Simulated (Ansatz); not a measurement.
**What SbP (model cell, started as wurtzite) distorts into**

Wanted: the energy along a soft mode of SbP (model cell, started as wurtzite) and the structure at the end.

Program: Ansatz 0.2.0. Level of theory: DFT PBE, scalar-relativistic, plane waves, PAW. Results are calculated unless marked as measured.

The structure was built from a prototype and need not be the compound's stable phase.

## (1) The starting structure

The structure is hexagonal, space group P6_3mc (No. 186). The conventional cell has a = 4.780 Å, b = 4.780 Å, c = 5.872 Å, α = 90.00°, β = 90.00°, γ = 120.00°. Nearest to Sb lie 4 P at 2.59 to 2.78 Å. Nearest to P lie 4 Sb at 2.59 to 2.78 Å. Farther neighbours are not listed.

## (2) Phonons on a q mesh

The cell comes from relaxations at this level that are not shown. The mesh has a single point along some directions, so zone-edge points there are not solved. Linear response on a 2×2×1 q mesh gives force constants as far as a supercell of that size would.

Input file input.yaml:

```yaml
crystal:
  lattice:
    - [4.779579986, -3.2685e-06, 0.0]
    - [-2.3897871623, 4.1392393215, 0.0]
    - [0.0, 0.0, 5.8717278375]
  atoms:
    - { symbol: Sb, position: [0.3333333333, 0.6666666667, -0.0330735997] }
    - { symbol: Sb, position: [0.6666666667, 0.3333333333, 0.4669264003] }
    - { symbol: P, position: [0.3333333333, 0.6666666667, 0.4080735997] }
    - { symbol: P, position: [0.6666666667, 0.3333333333, 0.9080735997] }
kpoints:
  mp_grid: { grid: [10, 10, 6] }
hamiltonian:
  xc: pbe
scf:
  occupations: { method: methfessel_paxton, width: 0.15 }
output:
  eigenvalues: true
phonons:
  method: dfpt
  qmesh: [2, 2, 1]
  temperatures: { t_max: 1000, t_step: 50 }
  qpath:
    path:
      - [[0.0, 0.0, 0.0], [0.5, 0.0, 0.0], [0.33333333, 0.33333333, 0.0], [0.0, 0.0, 0.0], [0.0, 0.0, 0.5], [0.5, 0.0, 0.5], [0.33333333, 0.33333333, 0.5], [0.0, 0.0, 0.5]]
      - [[0.5, 0.0, 0.5], [0.5, 0.0, 0.0]]
      - [[0.33333333, 0.33333333, 0.5], [0.33333333, 0.33333333, 0.0]]
    npoints: 10
```

Launch:

```bash
$ ansatz run input.yaml --threads 4 --pin off --max-ram 7168MiB --backend cpu --events-out ev --progress --plain --runs-dir out
```

Numbers of over 12 decimals in the logs are rounded to 6 here.

The log of the run:

```text
Engine: ansatz 0.2.0, aarch64-unknown-linux-gnu
Pseudopotentials: kind: paw
Pseudopotential: Sb, paw, valence charge 15, recommended cutoff 420 eV (normal), Sb.paw.azcp
Pseudopotential: P, paw, valence charge 5, recommended cutoff 420 eV (normal), P.paw.azcp
Functional definition: PBE
  parameter kappa = 0.804
  parameter beta = 0.066725
  exchange = pbe_x(kappa = kappa, mu = beta*pi^2/3)
  correlation = pbe_c(beta = beta)
Crystal: 4 atoms, lattice volume = 116.165 Å³
Basis set: ecut = 420 eV, 2257 PW (Γ), exchange–correlation on 64×64×80 points (8 copies of the dense FFT grid, shifted against one another)
Bands: 24, of which v1, the nominal top of the filled ones, is band 20 counted from 1 (19 counted from 0)
Symmetry: 12 space group operations
k-points: 56 of 600 (time reversal used)
Non-local potential: Sb, projectors of the file, l = 0: 2, l = 1: 2, l = 2: 2, l = 3: 2
Non-local potential: P, projectors of the file, l = 0: 2, l = 1: 2, l = 2: 2
PAW form: soft (Blöchl's): semilocal exchange-correlation on the pseudo side does not see the compensation charge
PAW one-centre angular grid: Sb, 590 points (default); XC on 64 Gauss nodes
PAW one-centre angular grid: P, 110 points (default); XC on 64 Gauss nodes
Initial density: superposition of atomic densities (neutral atoms: chi_scale 0, normalization atom), corrected by the library's trained network
Initial wavefunctions: pseudopotential atomic-orbital guess
Functional: x = pbe(κ = 0.804, μ = 0.219515), c = pbe(β = 0.066725)
SCF iter   1: F=—  HF=-14479.312889 eV  |F-HF|=—  |Δ(HF+E_count)|=         —  Δρ=2.10e-3  dr2=6.47e-3  ethr=1.77e-3  ⟨swp⟩=7.9  Hψ=15068  notcnv=0
automatic band count: the SCF goes on with 28 bands, as 24 were too few: they end inside the smearing window of the response
preconditioner: auto → LDOS  [metal: Δε(μ)=0.033 eV  Ē_g=8.886 eV  σ=0.150 eV  W_gap=0.19  n_scr=22 (ndim 8)  ℏωp=15.4 eV  f_vac=0.064  D(μ)=2.08/eV (n_scr^D=8)  β→1.0]
SCF iter   2: F=—  HF=-14479.312655 eV  |F-HF|=—  |Δ(HF+E_count)|=   2.34e-4  S|Δr|=    0.00e0  Δρ=9.47e-4  dr2=1.08e-3  ethr=1.62e-5  ⟨swp⟩=2.6  Hψ=3217  notcnv=0
SCF iter   3: F=—  HF=-14479.312571 eV  |F-HF|=—  |Δ(HF+E_count)|=   8.34e-5  S|Δr|=    0.00e0  Δρ=5.33e-4  dr2=3.56e-4  ethr=2.71e-6  ⟨swp⟩=2.0  Hψ=2591  notcnv=0
SCF iter   4: F=—  HF=-14479.312449 eV  |F-HF|=—  |Δ(HF+E_count)|=   1.22e-4  S|Δr|=    0.00e0  Δρ=1.02e-4  dr2=1.61e-5  ethr=8.90e-7  ⟨swp⟩=2.0  Hψ=2600  notcnv=0
SCF iter   5: F=—  HF=-14479.312447 eV  |F-HF|=—  |Δ(HF+E_count)|=   1.96e-6  S|Δr|=    0.00e0  Δρ=4.00e-5  dr2=2.77e-6  ethr=4.03e-8  ⟨swp⟩=2.1  Hψ=2606  notcnv=0
SCF iter   6: F=—  HF=-14479.312446 eV  |F-HF|=—  |Δ(HF+E_count)|=   1.19e-6  S|Δr|=    0.00e0  Δρ=6.86e-6  dr2=5.31e-8  ethr=6.92e-9  ⟨swp⟩=2.0  Hψ=2380  notcnv=0
SCF iter   7: F=—  HF=-14479.312446 eV  |F-HF|=—  |Δ(HF+E_count)|=   7.13e-8  S|Δr|=    0.00e0  Δρ=2.11e-6  dr2=7.58e-9  ethr=1.33e-10  ⟨swp⟩=3.5  Hψ=3040  notcnv=0
SCF iter   8: F=—  HF=-14479.312446 eV  |F-HF|=—  |Δ(HF+E_count)|=   3.08e-9  S|Δr|=    0.00e0  Δρ=4.72e-7  dr2=2.01e-10  ethr=1.90e-11  ⟨swp⟩=2.2  Hψ=2236  notcnv=0
SCF iter   9: F=-14479.312446 eV  HF=-14479.312446 eV  |F-HF|=3.64e-12  |Δ(HF+E_count)|=  5.53e-10  S|Δr|=    0.00e0  Δρ=7.93e-8  dr2=3.54e-12  ethr=1.00e-12  ⟨swp⟩=12.1  Hψ=10601  notcnv=0
SCF 1 converged in 9 iterations: F = -14479.312446 eV  dr2 = 3.54e-12
  greatest PAW one-centre occupation: 0.996 electrons in one spin orbital (limit 2), on the Sb atom at site 0 (counted from 0), in its partial waves of l = 2
phonons: the bands overlap, so this run is a metal and interpolates without the dipole-dipole term. If the crystal is really an insulator or semiconductor, its LO-TO splitting is missing
NSCF: frozen V_eff on 56 k-points
NSCF: frozen V_eff on 304 k-points
DFPT response loops at q = (0, 0, 0) (fractional): preconditioner auto → Kerker (q_TF=auto, 2.284 Å⁻¹) (partly filled bands, converged f_vac=0.076); β = 1.00, the filter's whole step (`scf.mixing.beta` (0.50) is not read by the response loops under this deck's `scf.mixing.preconditioner`; to damp them name `kerker` or `kerker_dos`, under which they read `scf.mixing.beta`, and type it under 1.00, their step now; both keys bind the ground state too); Broyden in place of MSR1
NSCF: frozen V_eff on 608 k-points
DFPT response loops at q = (0, -0.5, 0) (fractional): mixed as the last ones told, above
SCF converged after 9 iterations
Stability not checked: this state was not tested for a lower state beside it, because cold or Methfessel-Paxton smearing, or corrected tetrahedra, fill the levels in a way that the test cannot read (fill_not_monotonic; see scf.lower_state_search)
Free energy (F): -14479.312446 eV
Harris-Foulkes:  -14479.312446 eV  (|F-HF|=3.64e-12)
Internal energy: -14479.309575 eV  (E = F + TS)
E sigma→0 (E₀):  -14479.311728 eV
Entropy (-TS):   -0.002871 eV (-0.718 meV/atom)
Fermi energy:    7.214122 eV
Step filling:    the computed levels leave a gap of 0.0400 eV = 0.3 smearing widths at the electron count; against every level under it full and every level over it empty, smearing changes F+E_penalty+E_count by -0.807 meV and its σ→0 estimate by -0.089 meV
--- Per-component energies (eV) ---
  E_band       = -418.337412
  E_kinetic    = 548.561755
  E_local      = -3922.402906  (includes V_loc(G=0)·N_el)
  E_nonlocal   = 791.586472
  E_hartree    = 1737.658224
  E_xc         = -397.121275
  E_vxc        = -310.226590  (∫ρ·V_xc dr)
  E_paw        = -10287.836709  (= ΣΔE_a)
  E_vpaw       = -1001.172645  (= ΣTr[D̂ρ^β])
  E_aug_tail   = 0.000004  (compensation charges beyond the density's cutoff)
  E_ewald      = -2949.755140
  E_smearing   = -0.002871  (= −TS)
  E_closure    = 0.000000  (closes the sum)
  Σ components = -14479.312446   (vs F -14479.312446, Δ=0.00e0)
--- Band table (eV; the first three rows and the last of 56) ---
  k-point 0: bands = [... 16 lower, 3.0770, 4.8478, 5.0714, 5.0714, 6.9732, 6.9732, 9.3671, 9.3671, ... 4 higher]
  k-point 1: bands = [... 16 lower, 3.1725, 4.8669, 4.8669, 5.4674, 7.0972, 7.0972, 9.1053, 9.1053, ... 4 higher]
  k-point 2: bands = [... 16 lower, 3.5508, 4.3971, 4.3971, 6.1505, 7.4312, 7.4312, 8.4944, 8.5314, ... 4 higher]
  k-point 55: bands = [... 16 lower, 5.0764, 5.0764, 7.0890, 7.0890, 7.7997, 7.7997, 8.6286, 8.6286, ... 4 higher]
--- Phonons (Γ-DFPT): 4 representative perturbations + reference (Σ response iterations 12) ---
  ASR residual: 4.364e-5 → 0.000e0 eV/Å²; symmetrization residual: 1.658e-5 eV/Å²
  ASR residual per site (eV/Å²): 4.36e-5 4.36e-5 3.40e-5 3.40e-5
  Γ frequencies (cm⁻¹): -46.17 -46.17 0.00 0.00 0.00 65.05 65.05 114.51 189.51 189.51 227.76 272.69
--- Phonons (arbitrary-q DFPT): 2 irreducible q on the 2×2×1 mesh ---
  q = [0.0000, 0.0000, 0.0000] (star 1, of the zone-centre solve; hermiticity 5.13e-6, symmetrization 1.24e-6): -46.17 -46.17 0.00 0.00 0.00 65.05 65.05 114.51 189.51 189.51 227.76 272.69
  q = [0.0000, -0.5000, 0.0000] (star 3, 6 solved perturbations in 1560 linear systems a pass and spin channel, the states on 304 of 600 k-point pairs; hermiticity 6.42e-5, symmetrization 7.66e-6): -55.62 24.64 61.72 64.53 87.00 90.92 93.35 99.76 138.59 180.24 246.52 251.20
  sum rule: each row above includes the acoustic sum rule's correction from the zone centre's row sums; it moved no ω² by more than (0.55 cm⁻¹)²
  mesh force constants: q→R imaginary residual 3.71e-18; ASR residual 4.364e-5 → 0.000e0 eV/Å²; symmetrization residual 6.217e-15 eV/Å²
  interpolated dispersion: 93 rows × 12 modes
  density of states and harmonic sums: on the 16×16×11 q-mesh, interpolated from the force constants of a 2×2×1 supercell (no non-analytic term)
  largest difference from the sums on the solved wave vectors: F 1.48e-1 eV, S 2.12e-4 and C_V 6.38e-5 eV/K
  zero-point energy: 0.082431 eV/cell   skipped modes (ω ≤ 0): 250, of them read as no rigid motion or as one in doubt: 247 (1.260e0 modes/cell left out, lowest -57.42 cm⁻¹)   left out of the sums: 1.05e-1 of the cell's modes: C_V's classical limit lies that fraction below 3 k_B per atom; for a crystal, a wire or a layer, F and S can be off by more, and a phonons.interpolated_qmesh denser along its periods is the remedy for the sampling
```

Elapsed: 4 min, on 4 threads of Arm Neoverse V2, shared host; peak memory 2.3 GiB.

This step gave:

```yaml
volume_per_atom: 29.04 Å³
gap_on_the_k_mesh: 0 eV
sum_rule_residual_before_enforcement: 4.36e-5 eV/Å²
point_group: 6mm
highest_optical_mode_at_the_zone_centre_no_lo_to_term: 272.7 cm⁻¹
lowest_optical_zone_centre_mode: -46.17 cm⁻¹
lowest_mode_on_the_q_mesh_acoustic_modes_at_gamma_apart: -55.62 cm⁻¹
highest_frequency_at_a_solved_wavevector_no_lo_to_term_at_gamma: 272.7 cm⁻¹
```

Frequencies (cm⁻¹) solved at each irreducible wavevector; negative means imaginary. Frequencies by wavevector, by row:

```tsv
q in reciprocal lattice units	star	mode 1	mode 2	mode 3	mode 4	mode 10	mode 11	mode 12
0 0 0	1	-46.2	-46.2	0	0	189.5	227.8	272.7
0 -0.5 0	3	-55.6	24.6	61.7	64.5	180.2	246.5	251.2
```

Symmetry leaves 2 wavevectors to solve. The lowest mode among them, the acoustic zeros apart, lies at q = (0, -0.5, 0) and is imaginary, 55.6i cm⁻¹, so the energy falls along it.

## (3) The mode frozen in, largest atomic shift 0 Å

The mode followed lies at q = (0, -0.5, 0) with frequency 55.6i cm⁻¹, the softest among the wavevectors solved. At small amplitude the distorted cell has space group no. 33 by a symmetry search on the positions. The undistorted cell that holds it gives the zero of energy on the same k mesh.

System of this step: SbP (model cell, started as wurtzite). The structure is hexagonal, space group P6_3mc (No. 186). Conventional cell: a = 4.780 Å, b = 4.780 Å, c = 5.872 Å, α = 90.00°, β = 90.00°, γ = 120.00°. Sb has 4 P at 2.59 to 2.78 Å nearest. P has 4 Sb at 2.59 to 2.78 Å nearest. Farther neighbours are not listed.

Input file input.yaml:

```yaml
crystal:
  lattice:
    - [-4.779579986, 3.2685e-06, 0.0]
    - [0.0, 0.0, -5.8717278375]
    - [-5.6613e-06, -8.2784753745, 0.0]
  atoms:
    - { symbol: Sb, position: [0.5, 0.0330735997, 0.1666666667] }
    - { symbol: Sb, position: [0.0, 0.0330735997, 0.6666666667] }
    - { symbol: Sb, position: [1.0, 0.5330735997, 0.3333333333] }
    - { symbol: Sb, position: [0.5, 0.5330735997, 0.8333333333] }
    - { symbol: P, position: [0.5, 0.5919264003, 0.1666666667] }
    - { symbol: P, position: [0.0, 0.5919264003, 0.6666666667] }
    - { symbol: P, position: [1.0, 0.0919264003, 0.3333333333] }
    - { symbol: P, position: [0.5, 0.0919264003, 0.8333333333] }
kpoints:
  mp_grid: { grid: [8, 6, 4] }
hamiltonian:
  xc: pbe
scf:
  occupations: { method: methfessel_paxton, width: 0.15 }
output:
  forces: true
  stress: true
  eigenvalues: true
```

The log of the run:

```text
[...]
Crystal: 8 atoms, lattice volume = 232.330 Å³
Basis set: ecut = 420 eV, 4547 PW (Γ), exchange–correlation on 64×80×120 points (8 copies of the dense FFT grid, shifted against one another)
Bands: 48, of which v1, the nominal top of the filled ones, is band 40 counted from 1 (39 counted from 0)
Symmetry: 8 space group operations
[...]
k-points: 60 of 192 (time reversal used)
[...]
k-point 0: bands = [... 36 lower, 4.8486, 5.0725, 5.0728, 6.7044, 6.9726, 6.9741, 8.9886, 9.1873, ... 4 higher]
  k-point 1: bands = [... 36 lower, 4.6242, 4.9559, 5.5679, 6.6364, 7.0103, 7.2944, 8.3302, 8.8733, ... 4 higher]
  k-point 2: bands = [... 36 lower, 4.7035, 4.7035, 6.2896, 6.2896, 7.3910, 7.3910, 8.0761, 8.0761, ... 4 higher]
  k-point 59: bands = [... 36 lower, 5.9251, 5.9251, 5.9251, 5.9251, 7.8566, 7.8566, 7.8566, 7.8566, ... 4 higher]
[key lines of the parts left out:]
SCF converged after 7 iterations
Free energy (F): -28958.625926 eV
Fermi energy:    7.203453 eV
P = ⅓ Tr σ = 0.0209 GPa (0.209 kbar)
```

Run time: 17 s. Hardware: 4 threads; peak memory 0.79 GiB; 59 s of CPU time.

Numbers from this step:

```
pressure                         : 0.02089 GPa
energy from the undistorted cell : 0 meV/atom
```

The run ends at a pressure of 0.02 GPa, with forces up to 0.010 eV/Å.

## (4) The mode frozen in, largest atomic shift 0.22 Å

The atoms are moved along the unstable eigenvector, the largest shift by 0.22 Å, with the cell fixed.

Input file input.yaml:

```yaml
crystal:
  lattice:
    - [-4.779579986, 3.2685e-06, 0.0]
    - [0.0, 0.0, -5.8717278375]
    - [-5.6613e-06, -8.2784753745, 0.0]
  atoms:
    - { symbol: Sb, position: [0.5186009063, 0.0330735997, 0.1666666667] }
    - { symbol: Sb, position: [-0.0186009063, 0.0330735997, 0.6666666667] }
    - { symbol: Sb, position: [1.0186009063, 0.5330735997, 0.3333333333] }
    - { symbol: Sb, position: [0.4813990937, 0.5330735997, 0.8333333333] }
    - { symbol: P, position: [0.5460291491, 0.5919264003, 0.1666666667] }
    - { symbol: P, position: [-0.0460291491, 0.5919264003, 0.6666666667] }
    - { symbol: P, position: [1.0460291491, 0.0919264003, 0.3333333333] }
    - { symbol: P, position: [0.4539708509, 0.0919264003, 0.8333333333] }
kpoints:
  mp_grid: { grid: [8, 6, 4] }
hamiltonian:
  xc: pbe
scf:
  occupations: { method: methfessel_paxton, width: 0.15 }
output:
  forces: true
  stress: true
  eigenvalues: true
```

The log of the run:

```text
[...]
Crystal: 8 atoms, lattice volume = 232.330 Å³
Basis set: ecut = 420 eV, 4547 PW (Γ), exchange–correlation on 64×80×120 points (8 copies of the dense FFT grid, shifted against one another)
Bands: 48, of which v1, the nominal top of the filled ones, is band 40 counted from 1 (39 counted from 0)
Symmetry: 4 space group operations
[...]
k-points: 60 of 192 (time reversal used)
[...]
k-point 0: bands = [... 36 lower, 4.9288, 5.0691, 5.1421, 6.4092, 6.9103, 7.2281, 8.8043, 9.0078, ... 4 higher]
  k-point 1: bands = [... 36 lower, 4.7933, 4.9650, 5.6163, 6.4461, 6.9602, 7.4530, 8.3754, 8.6722, ... 4 higher]
  k-point 2: bands = [... 36 lower, 4.7997, 4.7997, 6.2486, 6.2486, 7.3820, 7.3820, 8.1216, 8.1216, ... 4 higher]
  k-point 59: bands = [... 36 lower, 5.7938, 5.7938, 6.0728, 6.0728, 7.6258, 7.6258, 8.0819, 8.0819, ... 4 higher]
[key lines of the parts left out:]
SCF converged after 7 iterations
Free energy (F): -28958.634233 eV
Fermi energy:    7.183082 eV
P = ⅓ Tr σ = -0.0321 GPa (-0.321 kbar)
```

Run time: 17 s. Hardware: 4 threads; peak memory 0.78 GiB.

Numbers from this step:

```yaml
pressure: -0.03212 GPa
energy_from_the_undistorted_cell: -1.131 meV/atom
```

The energy, extrapolated to zero smearing, is -1.13 meV/atom against the undistorted cell.

The run ends at a pressure of -0.03 GPa, with forces up to 0.18 eV/Å.

## (5) Energy along the mode, all amplitudes (two of the runs are shown above)

An imaginary frequency means negative curvature, so the energy should fall and then rise again as anharmonic terms take over.

Numbers from this step:

* depth at the lowest point sampled: 1.131 meV/atom
* largest atomic shift at that point: 0.22 Å

The energy from the parent by largest atomic shift:

```tsv
largest atomic shift (Å)	energy from the parent (meV/atom)
0.000	0
0.040	-0.081
0.080	-0.36
0.140	-1.03
0.220	-1.13
0.320	2.65
0.450	17.9
```

Displacement at unit largest shift by atom:

```tsv
atom	x (Å)	y (Å)	z (Å)	size
Sb1	-0.40	0.00	0.00	0.40
Sb2	0.40	0.00	0.00	0.40
Sb3	-0.40	0.00	0.00	0.40
Sb4	0.40	0.00	0.00	0.40
P5	-1.00	0.00	0.00	1.00
P6	1.00	0.00	0.00	1.00
P7	-1.00	0.00	0.00	1.00
P8	1.00	0.00	0.00	1.00
```

The lowest of the steps tried is at 0.22 Å, 1.13 meV/atom below the parent; the bottom of the well need not coincide with a step.

(Continued in part 2 of 2.)

[Logs are printed without paths, hosts, clocks, repeated set-up lines and the standing remarks that a program may print on its own settings, such as how far it seeks lower states.]

[Hosts, paths, dates, database ids (printed as entryN), source tags and the programs' standing remarks are cut or masked in the printed files.]
